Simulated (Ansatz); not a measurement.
## CePbSe3 (model cell, started as cubic perovskite with Ce in the octahedra): relaxing the cell for a phonon run: bringing the structure to rest

Ansatz 0.2.0; DFT PBE, scalar-relativistic, plane waves, PAW; PAW set soft_1.

The structure was built from a prototype and need not be the compound's stable phase.

The structure is cubic, space group Pm-3m (No. 221). The conventional cell has a = 5.586 Å, b = 5.586 Å, c = 5.586 Å, α = 90.00°, β = 90.00°, γ = 90.00°. Pb has 12 Se at 3.95 Å nearest. Nearest to Ce lie 6 Se at 2.79 Å. Nearest to Se lie 2 Ce at 2.79 Å. Farther neighbours and most contacts between anions are not listed.

The steps of the relaxation:

```tsv
step	energy less that of the first step (eV)	largest force component (eV/Å)	pressure (GPa)	volume (Å³)
1	0.0000	0.0000	-1.69	174.30
2	-0.0380	0.0000	0.13	166.93
3	-0.0382	0.0000	-0.01	167.45
4*	-0.0377	0.0000	-0.01	167.45
```

Relaxation steps marked * repeat the geometry before them on a plane-wave basis chosen anew for their cell, so energy and pressure can jump there.

Forces are held to the 48 operations that the run works with; a distortion that breaks them can't arise in this run.

```tsv
conventional cell, symmetrised	before	after	change
a (Å)	5.586	5.512	-1.3 %
b (Å)	5.586	5.512	-1.3 %
c (Å)	5.586	5.512	-1.3 %
volume (Å³/atom)	34.86	33.49	-3.9 %
```

The relaxed structure:

```xyz
5
Lattice="5.5118 0.0000 0.0000 0.0000 5.5118 0.0000 0.0000 0.0000 5.5118" Properties=species:S:1:pos:R:3 pbc="T T T"
Pb    0.0000    0.0000    0.0000
Ce    2.7559    2.7559    2.7559
Se    2.7559    2.7559    0.0000
Se    2.7559    0.0000    2.7559
Se    0.0000    2.7559    2.7559
```

This step gave:

```yaml
pressure: -0.008739 GPa
gap_on_the_k_mesh: 0.2067 eV
volume_per_atom: 33.49 Å³
direct_gap_on_mesh: 0.2928 eV
```

Valence density in the ac plane at fractional y = 0.500, with atoms of Ce and Se within 0.2 Å of it. It is the smooth field of the valence electrons, not physical close to the nuclei.

Ten steps, logarithmic in the rise over the least value, from '0' (0 e/Å³) to '9' (44 e/Å³), each cell a mean:
```
000002587310000
000001232110000
000000111100000
000000111000000
211001222100011
531112333311124
962112333321138
852112333321137
321001233210112
110000111100001
000000111000000
000001122100000
000001354210000
000012698410000
```
Columns run along a (5.5 Å), rows up along c (5.5 Å). Atoms in or near the plane, at fractional coordinates: Ce at (0.50, 0.50), Se at (0.50, 0.00), Se at (0.00, 0.50).

Electrostatic potential energy in the ac plane at fractional y = 0.500, with atoms of Ce and Se within 0.2 Å of it. With pseudopotentials it is smooth inside the atoms' cores, unlike the true potential.

Ten even steps from '0' (-33 eV) to '9' (12 eV), each cell a mean:
```
999986698579999
999997555689999
999999877899999
999998777899999
578986423578986
756873000258756
975762000047659
965862000147758
557885211368865
789998655789998
999999888899999
999998756799999
999996576589999
999985799579999
```
Columns run along a (5.5 Å; values clipped at the 3rd and 97th percentile), rows up along c (5.5 Å). Atoms in or near the plane, at fractional coordinates: Ce at (0.50, 0.50), Se at (0.50, 0.00), Se at (0.00, 0.50).

ELF in the ac plane at fractional y = 0.500, with atoms of Ce and Se within 0.2 Å of it. It is the smooth field of the valence electrons, not physical close to the nuclei.

Ten even steps from '0' (0.01) to '9' (0.80), each cell a mean:
```
001599734897300
000379999995100
431136888752124
885201344211378
999413798622799
689638989953897
169759814975983
379649946964995
899526999833899
997301465311589
753113555421146
210258999973101
001489967997200
001699612898300
```
Columns run along a (5.5 Å), rows up along c (5.5 Å). Atoms in or near the plane, at fractional coordinates: Ce at (0.50, 0.50), Se at (0.50, 0.00), Se at (0.00, 0.50).

Q: Write an input that reproduces this.

The system, level and task follow from the heading and the kind of results. Meshes, cutoffs and thresholds can't be read from the results; these are the ones that the run used.

The input, input.yaml:

```yaml
crystal:
  lattice:
    - [5.586, 0.0, 0.0]
    - [0.0, 5.586, 0.0]
    - [0.0, 0.0, 5.586]
  atoms:
    - { symbol: Pb, position: [0.0, 0.0, 0.0] }
    - { symbol: Ce, position: [0.5, 0.5, 0.5] }
    - { symbol: Se, position: [0.5, 0.5, 0.0] }
    - { symbol: Se, position: [0.5, 0.0, 0.5] }
    - { symbol: Se, position: [0.0, 0.5, 0.5] }
kpoints:
  mp_grid: { grid: [6, 6, 6] }
hamiltonian:
  xc: pbe
  pseudopotentials: { kind: paw, azcp: { folder: soft_1 } }
scf:
  occupations: { method: gaussian, width: 0.01 }
output:
  forces: true
  stress: true
  eigenvalues: true
  write_density: true
  write_potential: true
  elf: true
  volumetric_format: npy
relax:
  adjacent_minimum: "off"
  f_tol: 0.005
  max_steps: 80
  cell: { stress_tol: 0.05 }
```

Command:

```
ansatz run input.yaml --threads 4 --pin off --max-ram 16384MiB --backend cpu --events-out ev --progress --plain --runs-dir out
```

[Logs are printed without paths, hosts, clocks, repeated set-up lines and the standing remarks that a program may print on its own settings, such as how far it seeks lower states.]

[Hosts, paths, dates, database ids (printed as entryN), source tags and the programs' standing remarks are cut or masked in the printed files.]
